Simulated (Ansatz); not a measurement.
In doubt: masses and optical values from hybrid runs of this build are listed as unsure (in some of the runs), which bears on the screening that GW takes from such a start.

BaTiO3 (Barioperovskite), computed twice by G0W0.

```xyz
5
Lattice="3.9855 0.0000 0.0000 0.0000 2.8369 2.8451 0.0000 -2.8369 2.8451" Properties=species:S:1:pos:R:3 pbc="T T T"
Ba    0.0000    0.0000    0.0000
Ti    1.9928    0.0000    2.9157
O     0.0000    0.0000    2.7735
O     1.9928   -1.3804    4.2594
O     1.9928    1.3804    4.2594
```

The cell and positions come from the Crystallography Open Database and are kept as given unless a step says otherwise. Spin-orbit coupling is left out unless a run names it. PAW set soft_1, made with PBE.

The first (Ansatz 0.2.0; start LDA, 4×4×4 mesh, 236 empty bands, screening to 138 eV; 1 × NVIDIA H100 80GB HBM3 (shared by 6 runs) with 3 threads of AMD EPYC 7R13 (Zen 3), shared host) gave, on its mesh: starting gap 1.82 eV, G0W0 gap 3.41 eV, RPA ε∞ (mean) 6.56, 25 s.

The second changes start from LDA to HSE06. What does it give?

It gave: starting gap 3.31 eV, G0W0 gap 3.60 eV, RPA ε∞ (mean) 4.65, 63 s. The G0W0 gap moves by +0.19 eV, +1.49 eV from the start and −1.31 eV from the correction. Σc changes by −0.33 eV at the valence top and +0.51 eV at the conduction bottom, and Σx − Vxc between them by −2.15 eV.

Limits: not at the basis limit; no spin-orbit coupling; coarse k mesh.

[Paths, hosts, dates, memory and timing lines, banners, echoed tables and standing remarks are left out of the program output.]

[Logs are printed without paths, hosts, clocks, repeated set-up lines and the standing remarks that a program may print on its own settings, such as how far it seeks lower states.]

[Runs of the session that timed out or met a known fault of the program may be left out.]

[Cells called generated may have been cut or substituted from an entry of the Crystallography Open Database or the Materials Project.]

[Hosts, paths, dates, database ids (printed as entryN), source tags and the programs' standing remarks are cut or masked in the printed files.]
